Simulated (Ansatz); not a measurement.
# A defect in a wire: Ir wire along [110], 4 atoms a period, divacancy of Ir and Ir

Wanted: the relaxed defect and the transmission past it, beside the channels of the perfect wire.

Main program and level: Ansatz 0.2.0; DFT PBE, plane waves, PAW; relaxation of a wire's period, in the first sound run; inputs show where later runs differ.

## (1) Starting point

The cell holds 4 atoms: 4 Ir. Its edges and angles: a = 10.670 Å, b = 9.537 Å, c = 2.737 Å, α = 90.0°, β = 90.0°, γ = 90.0°. Vacuum lies along a and b. The structure's axis is c.

## (2) The relaxed wire

Band widths follow the bond lengths, so the wire is relaxed first. The atoms and the third cell vector are free; the box across stays fixed as vacuum. Moments are seeded so that a magnetic state can form if it lies lower. A Fermi-Dirac smearing is set since the result may be a metal. The pressure printed is a third of the stress's trace over the whole box, vacuum included; only the stress along the axis is relaxed.

Contents of input.yaml:

```yaml
crystal:
  lattice:
    - [10.67, 0.0, 0.0]
    - [0.0, 9.537, 0.0]
    - [0.0, 0.0, 2.7365032432]
  atoms:
    - { symbol: Ir, position: [0.318650422, 0.499973956, 0.0], spin: 0.8 }
    - { symbol: Ir, position: [0.681349578, 0.499973956, 0.0], spin: 0.8 }
    - { symbol: Ir, position: [0.5, 0.356506239, 0.5], spin: 0.8 }
    - { symbol: Ir, position: [0.5, 0.643441674, 0.5], spin: 0.8 }
magnetization:
  spin_polarized: true
kpoints:
  mp_grid: { grid: [1, 1, 30] }
scf:
  occupations: { method: fermi_dirac, width: 0.05 }
hamiltonian:
  xc: pbe
relax:
  cell: { fix: [a, b, alpha, beta, gamma] }
  max_steps: 60
```

On the command line:

```bash
$ ansatz run input.yaml --threads 4 --pin off --max-ram 16384MiB --backend cpu --events-out ev --progress --plain --runs-dir out
```

Numbers of over 12 decimals in the logs are rounded to 6 here.

The log of the run:

```text
Engine: ansatz 0.2.0, aarch64-unknown-linux-gnu
Pseudopotentials: kind: paw
Pseudopotential: Ir, paw, valence charge 17, recommended cutoff 420 eV (normal), Ir.paw.azcp
Functional definition: PBE
  parameter kappa = 0.804
  parameter beta = 0.066725
  exchange = pbe_x(kappa = kappa, mu = beta*pi^2/3)
  correlation = pbe_c(beta = beta)
Crystal: 4 atoms, lattice volume = 278.466 Å³
Basis set: ecut = 420 eV, 5469 PW (Γ), exchange–correlation on 144×128×40 points (8 copies of the dense FFT grid, shifted against one another)
Bands: 43, of which v1, the nominal top of the filled ones, is band 34 counted from 1 (33 counted from 0)
Symmetry: 8 space group operations
Space group: Pmmm (ITA 47), of the structure as read, at distance tolerance 6.5e-5 Å
Magnetic group: BNS 47.249 (UNI 347), of the structure as read, at distance tolerance 6.5e-5 Å
k-points: 16 of 30
Non-local potential: Ir, projectors of the file, l = 0: 3, l = 1: 2, l = 2: 2, l = 3: 1
PAW form: soft (Blöchl's): semilocal exchange-correlation on the pseudo side does not see the compensation charge
PAW one-centre angular grid: Ir, 590 points (default); XC on 64 Gauss nodes
Initial density: superposition of atomic densities (neutral atoms: chi_scale 0, normalization atom)
Starting moments: Σ|m| = 3.2 μB on 4 of 4 sites
Initial wavefunctions: pseudopotential atomic-orbital guess
Functional: x = pbe(κ = 0.804, μ = 0.219515), c = pbe(β = 0.066725)
SCF iter   1: F=—  HF=-47731.970555 eV  |F-HF|=—  |Δ(HF+E_count)|=         —  Δρ=1.38e-2 (↑1.05e-2 ↓1.38e-2)  dr2=3.70e0  dr2_m=6.98e-2  M=2.663 μB ∫|m|=2.677 μB  β_m=0.30  ethr=3.10e-3  ⟨swp⟩=8.4  Hψ=6025  notcnv=0  defer=1
Mixer restart at iter 1: flushing history
preconditioner: auto → LDOS  [metal: Δε(μ)=0.025 eV  Ē_g=5.193 eV  σ=0.050 eV  W_gap=0.13  n_scr=36 (ndim 8)  ℏωp=13.4 eV  f_vac=0.612  D(μ)=10.39/eV (n_scr^D=72)]
spin=Collinear: LDOS preconditioning applied to the charge; magnetization (m = ρ↑ − ρ↓) channel mixes plain (no charge-response kernel on spin).
SCF iter   2: F=—  HF=-47731.865465 eV  |F-HF|=—  |Δ(HF+E_count)|=   1.05e-1  Δρ=8.16e-3 (↑6.97e-3 ↓8.16e-3)  dr2=5.12e-1  dr2_m=4.35e-2  M=2.539 μB ∫|m|=2.568 μB  β_m=0.37  ethr=3.10e-3  ⟨swp⟩=2.2  Hψ=2462  notcnv=0  defer=26
SCF iter   3: F=—  HF=-47732.246585 eV  |F-HF|=—  |Δ(HF+E_count)|=   3.81e-1  Δρ=4.58e-3 (↑4.55e-3 ↓4.58e-3)  dr2=9.02e-2  dr2_m=2.11e-2  M=2.420 μB ∫|m|=2.469 μB  β_m=0.63  ethr=7.53e-4  ⟨swp⟩=2.5  Hψ=2126  notcnv=0  defer=26
SCF iter   4: F=—  HF=-47732.518832 eV  |F-HF|=—  |Δ(HF+E_count)|=         —  Δρ=4.87e-3 (↑4.87e-3 ↓4.67e-3)  dr2=1.16e-2  dr2_m=5.28e-2  M=1.714 μB ∫|m|=1.793 μB  β_m=0.63  ethr=1.33e-4  ⟨swp⟩=3.2  Hψ=2409  notcnv=0  defer=27
SCF iter   5: F=—  HF=-47732.519874 eV  |F-HF|=—  |Δ(HF+E_count)|=   1.04e-3  Δρ=2.64e-3 (↑2.54e-3 ↓2.64e-3)  dr2=2.68e-3  dr2_m=1.59e-2  M=1.598 μB ∫|m|=1.668 μB  β_m=0.81  ethr=1.70e-5  ⟨swp⟩=2.4  Hψ=2429  notcnv=0  defer=27
SCF iter   6: F=—  HF=-47732.525068 eV  |F-HF|=—  |Δ(HF+E_count)|=   5.19e-3  Δρ=8.07e-4 (↑8.07e-4 ↓6.77e-4)  dr2=7.78e-4  dr2_m=1.24e-3  M=1.400 μB ∫|m|=1.452 μB  β_m=0.86  ethr=3.94e-6  ⟨swp⟩=2.5  Hψ=3089  notcnv=0  defer=29
SCF iter   7: F=—  HF=-47732.526154 eV  |F-HF|=—  |Δ(HF+E_count)|=   1.09e-3  Δρ=2.72e-4 (↑2.49e-4 ↓2.72e-4)  dr2=6.37e-5  dr2_m=1.60e-4  M=1.344 μB ∫|m|=1.387 μB  β_m=0.93  ethr=1.14e-6  ⟨swp⟩=2.8  Hψ=2924  notcnv=0  defer=29
SCF iter   8: F=—  HF=-47732.526612 eV  |F-HF|=—  |Δ(HF+E_count)|=   4.58e-4  Δρ=9.00e-5 (↑7.10e-5 ↓9.00e-5)  dr2=1.81e-5  dr2_m=1.25e-5  M=1.298 μB ∫|m|=1.336 μB  β_m=0.93  ethr=9.37e-8  ⟨swp⟩=3.0  Hψ=3125  notcnv=0  defer=29
SCF iter   9: F=—  HF=-47732.526620 eV  |F-HF|=—  |Δ(HF+E_count)|=   8.86e-6  Δρ=4.78e-5 (↑4.78e-5 ↓3.20e-5)  dr2=2.43e-6  dr2_m=3.59e-6  M=1.296 μB ∫|m|=1.334 μB  β_m=0.96  ethr=2.66e-8  ⟨swp⟩=2.5  Hψ=2832  notcnv=0  defer=29
SCF iter  10: F=—  HF=-47732.526627 eV  |F-HF|=—  |Δ(HF+E_count)|=   6.10e-6  Δρ=2.06e-5 (↑1.84e-5 ↓2.06e-5)  dr2=6.58e-7  dr2_m=8.81e-7  M=1.296 μB ∫|m|=1.334 μB  β_m=0.98  ethr=3.57e-9  ⟨swp⟩=2.5  Hψ=2620  notcnv=0  defer=29
SCF iter  11: F=—  HF=-47732.526628 eV  |F-HF|=—  |Δ(HF+E_count)|=   1.19e-6  Δρ=1.27e-5 (↑1.27e-5 ↓1.24e-5)  dr2=4.44e-7  dr2_m=3.20e-7  M=1.296 μB ∫|m|=1.335 μB  β_m=0.99  ethr=9.68e-10  ⟨swp⟩=2.6  Hψ=2654  notcnv=0  defer=29
SCF iter  12: F=—  HF=-47732.526628 eV  |F-HF|=—  |Δ(HF+E_count)|=   3.75e-7  Δρ=8.06e-6 (↑8.06e-6 ↓4.90e-6)  dr2=4.92e-7  dr2_m=6.24e-8  M=1.298 μB ∫|m|=1.336 μB  β_m=0.87  ethr=6.53e-10  ⟨swp⟩=2.5  Hψ=2927  notcnv=0  defer=29
SCF iter  13: F=—  HF=-47732.526628 eV  |F-HF|=—  |Δ(HF+E_count)|=   1.91e-8  Δρ=3.77e-6 (↑3.24e-6 ↓3.77e-6)  dr2=9.26e-8  dr2_m=2.33e-8  M=1.298 μB ∫|m|=1.337 μB  β_m=0.88  ethr=6.53e-10  ⟨swp⟩=2.3  Hψ=2443  notcnv=0  defer=29
SCF iter  14: F=—  HF=-47732.526628 eV  |F-HF|=—  |Δ(HF+E_count)|=   1.49e-8  Δρ=1.45e-6 (↑1.09e-6 ↓1.45e-6)  dr2=9.95e-9  dr2_m=2.42e-9  M=1.299 μB ∫|m|=1.338 μB  β_m=0.83  ethr=1.36e-10  ⟨swp⟩=2.3  Hψ=2263  notcnv=0  defer=29
SCF iter  15: F=-47732.526628 eV  HF=-47732.526628 eV  |F-HF|=1.65e-9  |Δ(HF+E_count)|=   2.11e-9  Δρ=5.23e-7 (↑5.23e-7 ↓3.81e-7)  dr2=2.41e-9  dr2_m=1.05e-10  M=1.299 μB ∫|m|=1.338 μB  ethr=1.46e-11  ⟨swp⟩=1.3  Hψ=4616  notcnv=0
SCF 1 converged in 15 iterations: F = -47732.526628 eV  dr2 = 2.41e-9
  greatest PAW one-centre occupation: 1.000 electrons in one spin orbital (limit 2), on the Ir atom at site 3 (counted from 0), in its partial waves of l = 0
relax step   1: F+E_penalty+E_count = -47732.52662812 eV  Δ(F+E_penalty+E_count) = +0.000e0 eV  max|allowed force component| = 2.633e0 eV/Å  Δτ_max = 0.0000 Å  P = -6.335 GPa  Ω = 278.466 Å³  fix = [a, b, alpha, beta, gamma]  reactions: a -5.565, b -4.055 GPa  (15 SCF iters, dr2 threshold 1.00e-7 eV, accepted)
Crystal: 4 atoms, lattice volume = 267.440 Å³
Basis set: ecut = 420 eV, 5285 PW (Γ), exchange–correlation on 144×128×40 points (8 copies of the dense FFT grid, shifted against one another)
Initial density: handed on by an earlier stage of this run
Starting moments: Σ|m| = 3.2 μB on 4 of 4 sites; this step starts from the density that it was given
Initial wavefunctions: those handed on with the density
iter 1 solved again at ethr=6.65e-4 eV; its pass at ethr=3.10e-3 eV (dr2=4.52e-1 eV) is discarded
SCF iter   1: F=—  HF=-47732.983415 eV  |F-HF|=—  |Δ(HF+E_count)|=         —  Δρ=1.60e-2 (↑1.60e-2 ↓1.17e-2)  dr2=4.61e-1  dr2_m=2.81e-1  M=0.145 μB ∫|m|=0.226 μB  β_m=0.30  ethr=6.65e-4  ⟨swp⟩=1.2  Hψ=7113  notcnv=0
[...]
relax step   4: F+E_penalty+E_count = -47733.57733949 eV  Δ(F+E_penalty+E_count) = -1.088e-1 eV  max|allowed force component| = 3.124e-1 eV/Å  Δτ_max = 0.0847 Å  P = -0.438 GPa  Ω = 264.493 Å³  energy of the carried Pulay correction = +1.370e-3 eV  fix = [a, b, alpha, beta, gamma]  reactions: a -0.037, b -0.364 GPa  (11 SCF iters, dr2 threshold 4.00e-7 eV, accepted)
[...]
relax step   5: F+E_penalty+E_count = -47733.58666458 eV  Δ(F+E_penalty+E_count) = -9.325e-3 eV  max|allowed force component| = 6.876e-2 eV/Å  Δτ_max = 0.0191 Å  P = +0.036 GPa  Ω = 262.838 Å³  energy of the carried Pulay correction = +1.537e-3 eV  fix = [a, b, alpha, beta, gamma]  reactions: a +0.002, b +0.215 GPa  (9 SCF iters, dr2 threshold 4.00e-7 eV, accepted)
[...]
relax step   6: F+E_penalty+E_count = -47733.58695024 eV  Δ(F+E_penalty+E_count) = -2.857e-4 eV  max|allowed force component| = 9.154e-3 eV/Å  Δτ_max = 0.0034 Å  P = +0.057 GPa  Ω = 262.649 Å³  energy of the carried Pulay correction = +1.556e-3 eV  fix = [a, b, alpha, beta, gamma]  reactions: a +0.042, b +0.104 GPa  (7 SCF iters, dr2 threshold 2.96e-7 eV, accepted)
Basis set: ecut = 420 eV, 5161 PW (Γ), exchange–correlation on 144×128×36 points (8 copies of the dense FFT grid, shifted against one another)
Initial wavefunctions: pseudopotential atomic-orbital guess (no wavefunctions were taken with the density)
iter 1 solved again at ethr=1.14e-6 eV; its pass at ethr=3.10e-3 eV (dr2=7.77e-4 eV) is discarded
SCF iter   1: F=—  HF=-47733.583947 eV  |F-HF|=—  |Δ(HF+E_count)|=         —  Δρ=6.91e-5 (↑6.91e-5 ↓6.91e-5)  dr2=1.40e-5  dr2_m=8.45e-11  M=-0.000 μB ∫|m|=0.000 μB  β_m=0.65  ethr=1.14e-6  ⟨swp⟩=3.6  Hψ=10242  notcnv=0
preconditioner: auto → LDOS  [metal: Δε(μ)=0.035 eV  Ē_g=5.923 eV  σ=0.050 eV  W_gap=0.17  n_scr=20 (ndim 8)  ℏωp=13.7 eV  f_vac=0.633  D(μ)=5.12/eV (n_scr^D=26)]
spin=Collinear: LDOS preconditioning applied to the charge; magnetization (m = ρ↑ − ρ↓) channel mixes plain (no charge-response kernel on spin).
SCF iter   2: F=—  HF=-47733.584289 eV  |F-HF|=—  |Δ(HF+E_count)|=   3.42e-4  Δρ=2.20e-5 (↑2.20e-5 ↓2.20e-5)  dr2=9.68e-7  dr2_m=3.62e-11  M=-0.000 μB ∫|m|=0.000 μB  β_m=0.54  ethr=2.06e-8  ⟨swp⟩=2.7  Hψ=2838  notcnv=0
SCF iter   3: F=—  HF=-47733.584290 eV  |F-HF|=—  |Δ(HF+E_count)|=   1.62e-6  Δρ=7.42e-6 (↑7.42e-6 ↓7.41e-6)  dr2=2.62e-7  dr2_m=1.56e-11  M=-0.000 μB ∫|m|=0.000 μB  β_m=0.57  ethr=1.42e-9  ⟨swp⟩=2.2  Hψ=2214  notcnv=0
SCF iter   4: F=—  HF=-47733.584290 eV  |F-HF|=—  |Δ(HF+E_count)|=   2.57e-7  Δρ=2.22e-6 (↑2.22e-6 ↓2.19e-6)  dr2=3.63e-8  dr2_m=5.71e-12  M=-0.000 μB ∫|m|=0.000 μB  β_m=0.58  ethr=3.85e-10  ⟨swp⟩=2.1  Hψ=1953  notcnv=0
SCF iter   5: F=—  HF=-47733.584290 eV  |F-HF|=—  |Δ(HF+E_count)|=   1.78e-8  Δρ=1.01e-6 (↑1.01e-6 ↓9.83e-7)  dr2=1.42e-8  dr2_m=2.75e-12  M=-0.000 μB ∫|m|=0.000 μB  β_m=0.64  ethr=5.34e-11  ⟨swp⟩=3.3  Hψ=2741  notcnv=0
SCF iter   6: F=—  HF=-47733.584290 eV  |F-HF|=—  |Δ(HF+E_count)|=   6.85e-9  Δρ=4.89e-7 (↑4.89e-7 ↓4.70e-7)  dr2=3.08e-9  dr2_m=8.64e-13  M=-0.000 μB ∫|m|=0.000 μB  β_m=0.72  ethr=2.09e-11  ⟨swp⟩=1.7  Hψ=1575  notcnv=0
SCF iter   7: F=—  HF=-47733.584290 eV  |F-HF|=—  |Δ(HF+E_count)|=   2.90e-9  Δρ=9.50e-8 (↑9.50e-8 ↓8.78e-8)  dr2=1.46e-10  dr2_m=1.83e-13  M=-0.000 μB ∫|m|=0.000 μB  β_m=0.81  ethr=4.53e-12  ⟨swp⟩=2.0  Hψ=1896  notcnv=0
SCF iter   8: F=-47733.584290 eV  HF=-47733.584290 eV  |F-HF|=4.37e-11  |Δ(HF+E_count)|=    0.00e0  Δρ=1.89e-8 (↑1.89e-8 ↓1.69e-8)  dr2=4.98e-12  dr2_m=2.72e-14  M=-0.000 μB ∫|m|=0.000 μB  ethr=1.00e-12  ⟨swp⟩=3.9  Hψ=5337  notcnv=0
the starting moments were not kept: the SCF closed with an absolute magnetisation of 8.1e-7 μB, where they sum to 3.2 μB in size (4 sites). That is at most 0.1 of that sum. Measured as dr2_m measures the in/out step, that magnetisation stands 4.2e-14 eV from none, at or under the dr2_threshold of 4.0e-11 eV: it is no larger than a step whose dr2_m would equal this threshold.
SCF 7 converged in 8 iterations: F = -47733.584290 eV  dr2 = 4.98e-12
relax step   7: F+E_penalty+E_count = -47733.58429048 eV  Δ(F+E_penalty+E_count) = +2.660e-3 eV  max|allowed force component| = 9.651e-3 eV/Å  Δτ_max = 0.0000 Å  P = +0.067 GPa  Ω = 262.649 Å³  fix = [a, b, alpha, beta, gamma]  reactions: a +0.050, b +0.110 GPa  stress off target by 4.08e-2 GPa on what of the cell is left free  SCF on the basis re-selected at this cell (its energy is not comparable with the rows above)  (8 SCF iters)
basis re-selected at this cell: Δ(F+E_penalty+E_count) = +2.660e-3 eV, ΔP = +0.010 GPa vs the last step (what re-selecting the basis moved, of the pressure what is left beyond the Pulay correction that the steps carried, after the strain that the cell walked since its last selection, with what the two solves' SCF thresholds leave and, on support functions, any second-order correction that the steps lacked; it is no measure of the basis error at this ecutwfc). The dense FFT grid was sized anew with the basis: this SCF ran on 72×64×18 points, the steps before it on 72×64×20, so part of this shift can come from that change (see relax.cell in the input reference). [rest of the remark cut]
SCF converged after 8 iterations
Magnetization: -0.0000 μB (34.0000 up, 34.0000 down)
Absolute magnetization: 0.0000 μB (∫|ρ↑−ρ↓|, with the PAW one-centre terms)
Spin contamination: 0.0000 ħ² per cell (⟨S²⟩ above its minimum at these occupations)
Per-site moments (μB) at R_I (Å): [(-1.0217890996775599e-7, 1.064690), (-1.0217890996002252e-7, 1.064690), (-8.920088116595734e-8, 1.026546), (-8.920088110695416e-8, 1.026546)]
Free energy (F): -47733.584290 eV
Harris-Foulkes:  -47733.584290 eV  (|F-HF|=4.37e-11)
Internal energy: -47733.539453 eV  (E = F + TS)
E sigma→0 (E₀):  -47733.561872 eV
Entropy (-TS):   -0.044838 eV (-11.209 meV/atom)
Fermi energy:    1.592122 eV
--- Per-component energies (eV) ---
  E_band       = -1933.905251
  E_kinetic    = 2484.241388
  E_local      = -28935.028415  (includes V_loc(G=0)·N_el)
  E_nonlocal   = 297.510671
  E_hartree    = 13168.709709
  E_xc         = -1062.847235
  E_vxc        = -1187.702398  (∫ρ·V_xc dr)
  E_paw        = -36895.519355  (= ΣΔE_a)
  E_vpaw       = -930.345899  (= ΣTr[D̂ρ^β])
  E_aug_tail   = 0.000269  (compensation charges beyond the density's cutoff)
  E_ewald      = 3209.393516
  E_smearing   = -0.044838  (= −TS)
  E_closure    = 0.000000  (closes the sum)
  Σ components = -47733.584290   (vs F -47733.584290, Δ=0.00e0)
--- Forces (eV/Å), atoms counted from 1 ---
  atom   1  Ir    -0.00965120    -0.00000000     0.00000000
  atom   2  Ir     0.00965120     0.00000000    -0.00000000
  atom   3  Ir     0.00000000     0.00406312     0.00000000
  atom   4  Ir     0.00000000    -0.00406312    -0.00000000
  max |Σ_I F_I| component: 1.73e-18 eV/Å
--- Stress (GPa, compression-positive) ---
        0.050413       0.000000       0.000000
        0.000000       0.109765       0.000000
        0.000000       0.000000       0.040813
  P = ⅓ Tr σ = 0.0670 GPa (0.670 kbar)
--- Relaxed structure (6 steps of the walk, 6 accepted, 1 SCFs on fresh bases) ---
  F+E_penalty+E_count = -47733.58429048 eV   max|allowed force component| = 9.651e-3 eV/Å   (the final SCF, on the basis selected at the relaxed cell)
  cell:  # Å, volume = 262.6489 Å³
    - [10.67, 0.0, 0.0]
    - [0.0, 9.537, 0.0]
    - [0.0, 0.0, 2.581068]
  atoms:
    - { symbol: Ir, position: [0.322747, 0.499974, 0.0] }
    - { symbol: Ir, position: [0.677253, 0.499974, 0.0] }
    - { symbol: Ir, position: [0.500000, 0.369503, 0.500000] }
    - { symbol: Ir, position: [0.500000, 0.630445, 0.500000] }
```

Wall time 59 s (4 threads of Arm Neoverse V1, shared host); peak memory 0.77 GiB.

Relaxation path:

```csv
step,energy less that of the first step (eV),largest force component (eV/Å),pressure (GPa),volume (Å³)
1,0.0000,2.6331,-6.33,278.47
2,-0.4385,3.7561,5.16,267.44
3,-0.9419,1.3191,1.86,263.42
4,-1.0507,0.3124,-0.44,264.49
5,-1.0600,0.0688,0.04,262.84
6,-1.0603,0.0092,0.06,262.65
7*,-1.0577,0.0097,0.07,262.65
```

Relaxation steps marked * repeat the geometry before them on a plane-wave basis chosen anew for their cell, so energy and pressure can jump there.

The run keeps the 8 symmetry operations that it works with, so distortions that break them were not tested.

```csv
cell as run,before,after,change
c (Å),2.737,2.581,-5.7 %
```

The atoms that moved most (Å, along periodic axes as changes of fractional coordinates times the final cell, across vacuum about the mean position):

```csv
atom,dx,dy,dz,length
Ir4,0.000,-0.124,0.000,0.124
Ir3,0.000,0.124,0.000,0.124
Ir1,0.044,0.000,0.000,0.044
Ir2,-0.044,0.000,0.000,0.044
```

Final coordinates:

```xyz
4
Lattice="10.6700 0.0000 0.0000 0.0000 9.5370 0.0000 0.0000 0.0000 2.5811" Properties=species:S:1:pos:R:3
Ir    3.4437    4.7683    0.0000
Ir    7.2263    4.7683    0.0000
Ir    5.3350    3.5240    1.2905
Ir    5.3350    6.0125    1.2905
```

Numbers from this step:

* energy at zero smearing: -47733.5619 eV
* cell length along the wire: 2.581 Å

The cell's length comes to 2.581 Å with no moment.

(Continued in part 2 of 3.)

[Logs are printed without paths, hosts, clocks, repeated set-up lines and the standing remarks that a program may print on its own settings, such as how far it seeks lower states.]

[Hosts, paths, dates, database ids (printed as entryN), source tags and the programs' standing remarks are cut or masked in the printed files.]
